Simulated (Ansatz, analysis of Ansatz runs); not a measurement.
# Local vibrational mode of the Ga-H pair in Si (r2SCAN)

Aim: the local vibrational mode of the Ga-H pair in Si, to be set beside the measurement. Set-up: r2SCAN, 128-site cell, r2SCAN lattice, 500 eV, k: the single point 1/4 1/4 1/4. The model is a cell of 128 host atoms with Ga put on another atom's site and H put in between. The frequencies come from force constants among the defect atom and its neighbours, with the masses of the isotopes named. A meta-GGA costs about twice a GGA and mends lattice constants and part of the gap.

Measured beforehand: Si-H stretch, 1H: 2171 cm⁻¹, by IR absorption (quoted in “Local vibrational modes of impurities in silicon”, 2008, M.D. McCluskey, quoting earlier work (1987)). The calculation is set beside it at the end.

Method: plane-wave PAW DFT, r2SCAN; relaxation of all atoms of a defect supercell, in Ansatz 0.2.0.

## (1) Starting point

The cell holds 129 atoms: 127 Si, 1 Ga and 1 H. Its edges and angles: a = 15.399 Å, b = 15.399 Å, c = 15.399 Å, α = 60.0°, β = 60.0°, γ = 60.0°. It derives from Si (space group Fd-3m). Nearest the centre at fractional (0.423, 0.423, 0.423): H129 at 0.55 Å, Ga44 at 1.00 Å, Si43 at 2.06 Å, Si51 at 2.59 Å, Si75 at 2.59 Å, Si45 at 2.59 Å, Si42 at 3.41 Å, Si12 at 3.41 Å.

The host's primitive cell comes from a first run (plane-wave PAW DFT, r2SCAN; relaxation of the host's cell and atoms): vectors of 3.850, 3.850 and 3.850 Å. That is 20.17 Å³ an atom, 0.7 % over the diffraction cell's volume. The supercell is built on it.

## (2) Relaxation, charge 0

Every later number rests on the structure around the defect, so the atoms are relaxed at the host's lattice first.

File relax/input.yaml:

```yaml
relax:
  f_tol: 0.01
  max_steps: 80
  random_displacement: { amplitude: 0.02, seed: 438 }
crystal:
  lattice:
    - [0.0, 10.88847935, 10.88847935]
    - [10.88847935, 0.0, 10.88847935]
    - [10.88847935, 10.88847935, 0.0]
  atoms:
    - { symbol: Si, position: [0.125, 0.125, 0.125] }
    - { symbol: Si, position: [0.1875, 0.1875, 0.1875] }
[... 3 atom lines left out ...]
    - { symbol: Si, position: [0.1875, 0.1875, 0.6875] }
[... 4 atom lines left out ...]
    - { symbol: Si, position: [0.125, 0.375, 0.375] }
    - { symbol: Si, position: [0.1875, 0.4375, 0.4375] }
    - { symbol: Si, position: [0.125, 0.375, 0.625] }
    - { symbol: Si, position: [0.1875, 0.4375, 0.6875] }
    - { symbol: Si, position: [0.125, 0.375, 0.875] }
[... 2 atom lines left out ...]
    - { symbol: Si, position: [0.1875, 0.6875, 0.1875] }
    - { symbol: Si, position: [0.125, 0.625, 0.375] }
    - { symbol: Si, position: [0.1875, 0.6875, 0.4375] }
    - { symbol: Si, position: [0.125, 0.625, 0.625] }
    - { symbol: Si, position: [0.1875, 0.6875, 0.6875] }
[... 4 atom lines left out ...]
    - { symbol: Si, position: [0.125, 0.875, 0.375] }
[... 7 atom lines left out ...]
    - { symbol: Si, position: [0.375, 0.125, 0.375] }
    - { symbol: Si, position: [0.4375, 0.1875, 0.4375] }
    - { symbol: Si, position: [0.375, 0.125, 0.625] }
    - { symbol: Si, position: [0.4375, 0.1875, 0.6875] }
    - { symbol: Si, position: [0.375, 0.125, 0.875] }
[... 1 atom line left out ...]
    - { symbol: Si, position: [0.375, 0.375, 0.125] }
    - { symbol: Si, position: [0.4375, 0.4375, 0.1875] }
    - { symbol: Si, position: [0.36837373, 0.36837373, 0.36837373] }
    - { symbol: Ga, position: [0.449430041, 0.449430041, 0.449430041] }
    - { symbol: Si, position: [0.375, 0.375, 0.625] }
    - { symbol: Si, position: [0.4375, 0.4375, 0.6875] }
[... 2 atom lines left out ...]
    - { symbol: Si, position: [0.375, 0.625, 0.125] }
    - { symbol: Si, position: [0.4375, 0.6875, 0.1875] }
    - { symbol: Si, position: [0.375, 0.625, 0.375] }
    - { symbol: Si, position: [0.4375, 0.6875, 0.4375] }
    - { symbol: Si, position: [0.375, 0.625, 0.625] }
[... 3 atom lines left out ...]
    - { symbol: Si, position: [0.375, 0.875, 0.125] }
[... 8 atom lines left out ...]
    - { symbol: Si, position: [0.6875, 0.1875, 0.1875] }
    - { symbol: Si, position: [0.625, 0.125, 0.375] }
    - { symbol: Si, position: [0.6875, 0.1875, 0.4375] }
    - { symbol: Si, position: [0.625, 0.125, 0.625] }
    - { symbol: Si, position: [0.6875, 0.1875, 0.6875] }
[... 2 atom lines left out ...]
    - { symbol: Si, position: [0.625, 0.375, 0.125] }
    - { symbol: Si, position: [0.6875, 0.4375, 0.1875] }
    - { symbol: Si, position: [0.625, 0.375, 0.375] }
    - { symbol: Si, position: [0.6875, 0.4375, 0.4375] }
    - { symbol: Si, position: [0.625, 0.375, 0.625] }
[... 3 atom lines left out ...]
    - { symbol: Si, position: [0.625, 0.625, 0.125] }
    - { symbol: Si, position: [0.6875, 0.6875, 0.1875] }
    - { symbol: Si, position: [0.625, 0.625, 0.375] }
[... 15 atom lines left out ...]
    - { symbol: Si, position: [0.875, 0.125, 0.375] }
[... 5 atom lines left out ...]
    - { symbol: Si, position: [0.875, 0.375, 0.125] }
[... 23 atom lines left out ...]
    - { symbol: H, position: [0.408221, 0.408221, 0.408221] }
basis:
  ecutwfc: 500
  xc_grid: 2
hamiltonian:
  xc: r2scan
kpoints:
  mp_grid: { grid: [1, 1, 1], shift: [0.25, 0.25, 0.25] }
scf:
  occupations: { method: fermi_dirac, width: 0.01 }
  max_iter: 120
output:
  forces: true
checkpoint:
  write: "../relax.run"
  compress: false
  write_wavefunctions: true
  write_every: 100000
```

Started as:

```bash
ansatz run input.yaml --threads 4 --pin off --max-ram 14131MiB --backend cpu --events-out ev --progress --plain --runs-dir out
```

Numbers of over 12 decimals in the logs are rounded to 6 here.

Output:

```text
[... repeated set-up lines and file paths are left out, and long positions are rounded to six places ...]
Engine: ansatz 0.2.0, aarch64-unknown-linux-gnu
Pseudopotentials: kind: paw
Pseudopotential: Si, paw, valence charge 4, recommended cutoff 500 eV (meta_gga), Si.paw.azcp
Pseudopotential: Ga, paw, valence charge 13, recommended cutoff 500 eV (meta_gga), Ga.paw.azcp
Pseudopotential: H, paw, valence charge 1, recommended cutoff 500 eV (meta_gga), H.paw.azcp
Functional definition: r2SCAN
  parameter k0 = 0.174
  parameter k1 = 0.065
  parameter a1 = 4.9479
  exchange = r2scan_x(k0 = k0, k1 = k1, a1 = a1)
  correlation = r2scan_c
Crystal: 129 atoms, lattice volume = 2581.854 Å³
Basis set: ecut = 500 eV, 65547 PW (Γ), exchange–correlation on 240×240×240 points (8 copies of the dense FFT grid, shifted against one another)
Bands: 390, of which v1, the nominal top of the filled ones, is band 261 counted from 1 (260 counted from 0)
Symmetry: 1 space group operations
k-points: 1
Non-local potential: Si, projectors of the file, l = 0: 2, l = 1: 2, l = 2: 2
Non-local potential: Ga, projectors of the file, l = 0: 2, l = 1: 2, l = 2: 3, l = 3: 1
Non-local potential: H, projectors of the file, l = 0: 2, l = 1: 1
PAW form: soft (Blöchl's): semilocal exchange-correlation on the pseudo side does not see the compensation charge
PAW frozen core: Si, regenerated for the run's functional (the file was generated under x = pbe(κ = 0.804, μ = 0.219515), c = pbe(β = 0.066725))
PAW frozen core: Ga, regenerated for the run's functional (the file was generated under x = pbe(κ = 0.804, μ = 0.219515), c = pbe(β = 0.066725))
PAW one-centre angular grid: Si, 302 points (default); XC on 160 Gauss nodes
PAW one-centre angular grid: Ga, 590 points (default); XC on 160 Gauss nodes
PAW one-centre angular grid: H, 302 points (default); XC on 160 Gauss nodes
Initial density: superposition of atomic densities (neutral atoms: chi_scale 0, normalization atom), corrected by the library's trained network
Initial wavefunctions: pseudopotential atomic-orbital guess
Functional: x = r2scan, c = r2scan; τ floored in thin density (d = 2e-4 eV/Å³)
SCF iter   1: F=—  HF=-84959.323353 eV  |F-HF|=—  |Δ(HF+E_count)|=         —  Δρ=3.91e-3  dr2=3.20e-1  dr2_τ=8.25e-1  ethr=1.77e-3  ⟨swp⟩=7.0  Hψ=1965  notcnv=0  defer=57
preconditioner: auto → Resta (q_TF=auto, 2.090 Å⁻¹)  ε∞=4.8  [insulator: Δε(μ)=0.940 eV  Ē_g=8.561 eV  σ=0.010 eV  W_gap=1.00  n_scr=410 (ndim 8)  ℏωp=16.7 eV  f_vac=0.000  D(μ)=0.00/eV (n_scr^D=0)  ε∞_Penn≈4.8]
SCF iter   2: F=—  HF=-84960.376275 eV  |F-HF|=—  |Δ(HF+E_count)|=    1.05e0  Δρ=2.57e-3  dr2=1.20e-1  dr2_τ=5.94e-4  ethr=6.13e-5  ⟨swp⟩=3.0  Hψ=715  notcnv=0  defer=125
SCF iter   3: F=—  HF=-84960.388148 eV  |F-HF|=—  |Δ(HF+E_count)|=   1.19e-2  Δρ=9.07e-4  dr2=1.53e-2  dr2_τ=2.34e-4  ethr=2.29e-5  ⟨swp⟩=2.0  Hψ=530  notcnv=0  defer=125
SCF iter   4: F=—  HF=-84960.372638 eV  |F-HF|=—  |Δ(HF+E_count)|=   1.55e-2  Δρ=1.43e-4  dr2=4.94e-4  dr2_τ=1.84e-5  ethr=2.92e-6  ⟨swp⟩=3.0  Hψ=531  notcnv=0  defer=125
SCF iter   5: F=—  HF=-84960.373582 eV  |F-HF|=—  |Δ(HF+E_count)|=   9.45e-4  Δρ=5.03e-5  dr2=7.80e-5  dr2_τ=5.62e-7  ethr=9.47e-8  ⟨swp⟩=2.0  Hψ=526  notcnv=0  defer=125
SCF iter   6: F=—  HF=-84960.373625 eV  |F-HF|=—  |Δ(HF+E_count)|=   4.29e-5  Δρ=1.03e-5  dr2=4.39e-6  dr2_τ=4.96e-8  ethr=1.49e-8  ⟨swp⟩=2.0  Hψ=518  notcnv=0  defer=125
SCF iter   7: F=-84960.373628 eV  HF=-84960.373628 eV  |F-HF|=1.37e-7  |Δ(HF+E_count)|=   2.60e-6  Δρ=2.86e-6  dr2=4.19e-7  dr2_τ=3.00e-9  ethr=4.79e-10  ⟨swp⟩=4.0  Hψ=1058  notcnv=0
SCF 1 converged in 7 iterations: F = -84960.373628 eV  dr2 = 4.19e-7
  greatest PAW one-centre occupation: 0.993 electrons in one spin orbital (limit 2), on the Ga atom at site 43 (counted from 0), in its partial waves of l = 2
relax step   1: F+E_penalty+E_count = -84960.37362767 eV  Δ(F+E_penalty+E_count) = +0.000e0 eV  max|allowed force component| = 1.477e0 eV/Å  Δτ_max = 0.0000 Å  (7 SCF iters, dr2 threshold 2.50e-6 eV, accepted)
[... the SCF cycles and remarks between the steps are left out from here to the last step ...]
relax step   2: F+E_penalty+E_count = -84961.12405175 eV  Δ(F+E_penalty+E_count) = -7.504e-1 eV  max|allowed force component| = 4.330e-1 eV/Å  Δτ_max = 0.1136 Å  (5 SCF iters, dr2 threshold 1.00e-4 eV, accepted)
relax step   3: F+E_penalty+E_count = -84961.18788124 eV  Δ(F+E_penalty+E_count) = -6.383e-2 eV  max|allowed force component| = 1.824e-1 eV/Å  Δτ_max = 0.0368 Å  (5 SCF iters, dr2 threshold 1.17e-5 eV, accepted)
relax step   4: F+E_penalty+E_count = -84961.19358157 eV  Δ(F+E_penalty+E_count) = -5.700e-3 eV  max|allowed force component| = 4.338e-2 eV/Å  Δτ_max = 0.0347 Å  (5 SCF iters, dr2 threshold 2.86e-6 eV, accepted)
relax step   5: F+E_penalty+E_count = -84961.19430757 eV  Δ(F+E_penalty+E_count) = -7.260e-4 eV  max|allowed force component| = 8.243e-3 eV/Å  Δτ_max = 0.0066 Å  (5 SCF iters, dr2 threshold 1.18e-7 eV, accepted)
relax step   6: F+E_penalty+E_count = -84961.19430765 eV  Δ(F+E_penalty+E_count) = -7.929e-8 eV  max|allowed force component| = 8.200e-3 eV/Å  Δτ_max = 0.0000 Å  (2 SCF iters, accepted)
relax step   7: F+E_penalty+E_count = -84961.19433905 eV  Δ(F+E_penalty+E_count) = -3.140e-5 eV  max|allowed force component| = 3.557e-3 eV/Å  Δτ_max = 0.0019 Å  (4 SCF iters, accepted)
relax step   8: F+E_penalty+E_count = -84961.19435111 eV  Δ(F+E_penalty+E_count) = -1.206e-5 eV  max|allowed force component| = 3.738e-3 eV/Å  Δτ_max = 0.0022 Å  (3 SCF iters, accepted)
relax step   9: F+E_penalty+E_count = -84961.19440309 eV  Δ(F+E_penalty+E_count) = -5.199e-5 eV  max|allowed force component| = 4.520e-3 eV/Å  Δτ_max = 0.0129 Å  (5 SCF iters, accepted)
relax step  10: F+E_penalty+E_count = -84961.19446865 eV  Δ(F+E_penalty+E_count) = -6.555e-5 eV  max|allowed force component| = 4.500e-2 eV/Å  Δτ_max = 0.1266 Å  (7 SCF iters, accepted)
relax step  11: F+E_penalty+E_count = -84961.19501938 eV  Δ(F+E_penalty+E_count) = -5.507e-4 eV  max|allowed force component| = 3.007e-2 eV/Å  Δτ_max = 0.0306 Å  (4 SCF iters, dr2 threshold 2.02e-6 eV, accepted)
relax step  12: F+E_penalty+E_count = -84961.19613405 eV  Δ(F+E_penalty+E_count) = -1.115e-3 eV  max|allowed force component| = 4.439e-2 eV/Å  Δτ_max = 0.0588 Å  (5 SCF iters, dr2 threshold 4.04e-7 eV, accepted)
relax step  13: F+E_penalty+E_count = -84961.19549181 eV  Δ(F+E_penalty+E_count) = +6.422e-4 eV  max|allowed force component| = 1.624e-1 eV/Å  Δτ_max = 0.1951 Å  (7 SCF iters, dr2 threshold 8.80e-7 eV, rejected (line search))
relax step  14: F+E_penalty+E_count = -84961.19458344 eV  Δ(F+E_penalty+E_count) = +1.551e-3 eV  max|allowed force component| = 1.169e-1 eV/Å  Δτ_max = 0.0976 Å  (7 SCF iters, rejected (line search))
relax step  15: F+E_penalty+E_count = -84961.19740396 eV  Δ(F+E_penalty+E_count) = -1.270e-3 eV  max|allowed force component| = 1.007e-2 eV/Å  Δτ_max = 0.0476 Å  (7 SCF iters, accepted)
relax step  16: F+E_penalty+E_count = -84961.19796781 eV  Δ(F+E_penalty+E_count) = -5.638e-4 eV  max|allowed force component| = 1.284e-2 eV/Å  Δτ_max = 0.0995 Å  (7 SCF iters, accepted)
relax step  17: F+E_penalty+E_count = -84961.19815280 eV  Δ(F+E_penalty+E_count) = -1.850e-4 eV  max|allowed force component| = 1.071e-2 eV/Å  Δτ_max = 0.0322 Å  (6 SCF iters, accepted)
SCF iter   1: F=—  HF=-84961.197216 eV  |F-HF|=—  |Δ(HF+E_count)|=         —  Δρ=3.58e-4  dr2=1.92e-3  dr2_τ=3.07e-4  ethr=3.47e-6  ⟨swp⟩=6.0  Hψ=1088  notcnv=0  defer=102
SCF iter   2: F=—  HF=-84961.197750 eV  |F-HF|=—  |Δ(HF+E_count)|=   5.34e-4  Δρ=2.03e-4  dr2=6.16e-4  dr2_τ=9.16e-6  ethr=3.68e-7  ⟨swp⟩=2.0  Hψ=708  notcnv=0  defer=107
SCF iter   3: F=—  HF=-84961.197790 eV  |F-HF|=—  |Δ(HF+E_count)|=   3.98e-5  Δρ=1.58e-5  dr2=1.22e-5  dr2_τ=2.33e-7  ethr=1.18e-7  ⟨swp⟩=2.0  Hψ=524  notcnv=0  defer=107
SCF iter   4: F=—  HF=-84961.198554 eV  |F-HF|=—  |Δ(HF+E_count)|=   7.64e-4  Δρ=7.27e-6  dr2=1.34e-6  dr2_τ=1.87e-8  ethr=2.33e-9  ⟨swp⟩=2.0  Hψ=526  notcnv=0  defer=107
SCF iter   5: F=—  HF=-84961.198555 eV  |F-HF|=—  |Δ(HF+E_count)|=   8.41e-7  Δρ=2.87e-6  dr2=2.26e-7  dr2_τ=3.01e-9  ethr=2.56e-10  ⟨swp⟩=2.0  Hψ=526  notcnv=0  defer=107
SCF iter   6: F=-84961.198555 eV  HF=-84961.198555 eV  |F-HF|=4.34e-8  |Δ(HF+E_count)|=   1.78e-8  Δρ=1.13e-6  dr2=2.71e-8  dr2_τ=4.51e-10  ethr=1.92e-11  ⟨swp⟩=4.0  Hψ=1177  notcnv=0
SCF 18 converged in 6 iterations: F = -84961.198555 eV  dr2 = 2.71e-8
relax step  18: F+E_penalty+E_count = -84961.19855463 eV  Δ(F+E_penalty+E_count) = -4.018e-4 eV  max|allowed force component| = 8.088e-3 eV/Å  Δτ_max = 0.0334 Å  (6 SCF iters, accepted)
NSCF: frozen V_eff on 1 k-points
the band table was solved once a step of the walk had ended and its energy, with any forces and stress, was formed, with the checks that follow a solve (1688 applications of the Hamiltonian). They found nothing against the state; [...]
iter 1 solved again at ethr=5.19e-12 eV; its pass at ethr=3.10e-3 eV (dr2=2.71e-8 eV) is discarded
SCF iter   1: F=—  HF=-84961.198555 eV  |F-HF|=—  |Δ(HF+E_count)|=         —  Δρ=1.13e-6  dr2=2.71e-8  dr2_τ=4.51e-10  ethr=5.19e-12  ⟨swp⟩=1.0  Hψ=1084  notcnv=0
SCF iter   2: F=-84961.198555 eV  HF=-84961.198555 eV  |F-HF|=1.51e-9  |Δ(HF+E_count)|=   1.19e-8  Δρ=4.62e-7  dr2=4.82e-9  dr2_τ=1.34e-10  ethr=5.19e-12  ⟨swp⟩=4.0  Hψ=1175  notcnv=0
SCF 19 converged in 2 iterations: F = -84961.198555 eV  dr2 = 4.82e-9
NSCF: frozen V_eff on 1 k-points
the band table was solved once a step of the walk had ended and its energy, with any forces and stress, was formed, with the checks that follow a solve (1175 applications of the Hamiltonian). They found nothing against the state; [...]
SCF converged after 2 iterations
Free energy (F): -84961.198555 eV
Harris-Foulkes:  -84961.198555 eV  (|F-HF|=1.51e-9)
Internal energy: -84961.198555 eV  (E = F + TS)
E sigma→0 (E₀):  -84961.198555 eV
Fermi energy:    6.528505 eV
--- Per-component energies (eV) ---
  E_band       = 345.062488
  E_kinetic    = 5285.542354
  E_local      = -6337.810929  (includes V_loc(G=0)·N_el)
  E_nonlocal   = 3601.095289
  E_hartree    = 2341.034671
  E_xc         = -6618.238070
  E_vxc        = -6397.097639  (∫ρ·V_xc dr)
  E_paw        = -67981.859713  (= ΣΔE_a)
  E_vpaw       = -739.680858  (= ΣTr[D̂ρ^β])
  E_aug_tail   = 0.000020  (compensation charges beyond the density's cutoff)
  E_vtau       = 250.943144  (kinetic-family band-sum trace: ∫τ·v_τ [+ j·A + Jᵃ·Aᵃ] dr)
  E_ewald      = -15240.602118
  E_core_change = -10.360059  (= ΣΔE_core)
  E_smearing   = -0.000000  (= −TS)
  E_closure    = -0.000000  (closes the sum)
  Σ components = -84961.198555   (vs F -84961.198555, Δ=0.00e0)
--- Forces (eV/Å), atoms counted from 1 ---
  atom   1  Si    -0.00152708     0.00046900    -0.00049180
  atom   2  Si    -0.00039717    -0.00017496     0.00009681
  [... 9 atoms left out ...]
  atom  12  Si     0.00269458     0.00141142     0.00310066
  [... 23 atoms left out ...]
  atom  36  Si     0.00372162     0.00068729     0.00420515
  [... 5 atoms left out ...]
  atom  42  Si    -0.00647498    -0.00812991    -0.00760206
  atom  43  Si    -0.00068137     0.00565536     0.00430517
  atom  44  Ga     0.00107491     0.00025932    -0.00785943
  atom  45  Si    -0.00283558    -0.00302902     0.00037655
  [... 4 atoms left out ...]
  atom  50  Si     0.00084260     0.00091096    -0.00133011
  atom  51  Si     0.00220826     0.00206592     0.00174073
  [... 23 atoms left out ...]
  atom  75  Si     0.00300547     0.00100347     0.00089712
  [... 53 atoms left out ...]
  atom 129  H      0.00087027    -0.00167464     0.00133867
  max |Σ_I F_I| component: 5.48e-3 eV/Å
--- Band table (eV) ---
  k-point 0: bands = ["-8.8921", "-8.7411", "-8.7342", "-8.6645", [... 382 left out ...] "10.7880", "10.8094", "10.8367", "10.8664"]
--- Relaxed structure (18 steps of the walk, 16 accepted, 0 SCFs on fresh bases) ---
  F+E_penalty+E_count = -84961.19855463 eV   max|allowed force component| = 8.088e-3 eV/Å
  atoms:
    - { symbol: Si, position: [0.124472, 0.125164, 0.124826] }
    - { symbol: Si, position: [0.187245, 0.187555, 0.187344] }
    [... 9 atoms left out ...]
    - { symbol: Si, position: [0.184143, 0.438935, 0.438994] }
    [... 23 atoms left out ...]
    - { symbol: Si, position: [0.437310, 0.180862, 0.437381] }
    [... 5 atoms left out ...]
    - { symbol: Si, position: [0.437975, 0.438037, 0.181804] }
    - { symbol: Si, position: [0.367742, 0.365297, 0.365877] }
    - { symbol: Ga, position: [0.448186, 0.450839, 0.449904] }
    - { symbol: Si, position: [0.372167, 0.372885, 0.633165] }
    [... 4 atoms left out ...]
    - { symbol: Si, position: [0.437297, 0.689143, 0.186027] }
    - { symbol: Si, position: [0.371660, 0.633474, 0.371859] }
    [... 23 atoms left out ...]
    - { symbol: Si, position: [0.632902, 0.374114, 0.373679] }
    [... 53 atoms left out ...]
    - { symbol: H, position: [0.430128, 0.386668, 0.399254] }
```

Wall time 20 min (4 threads of Arm Neoverse V2, shared host); peak memory 7.5 GiB.

(Part 1 of 2 ends here.)

[Logs are printed without paths, hosts, clocks, repeated set-up lines and the standing remarks that a program may print on its own settings, such as how far it seeks lower states.]

[Hosts, paths, dates, database ids (printed as entryN), source tags and the programs' standing remarks are cut or masked in the printed files.]

[For some hosts the program warned that the k-mesh of the response run may be too coarse for force constants and the static dielectric constant; such warnings are not shown here.]
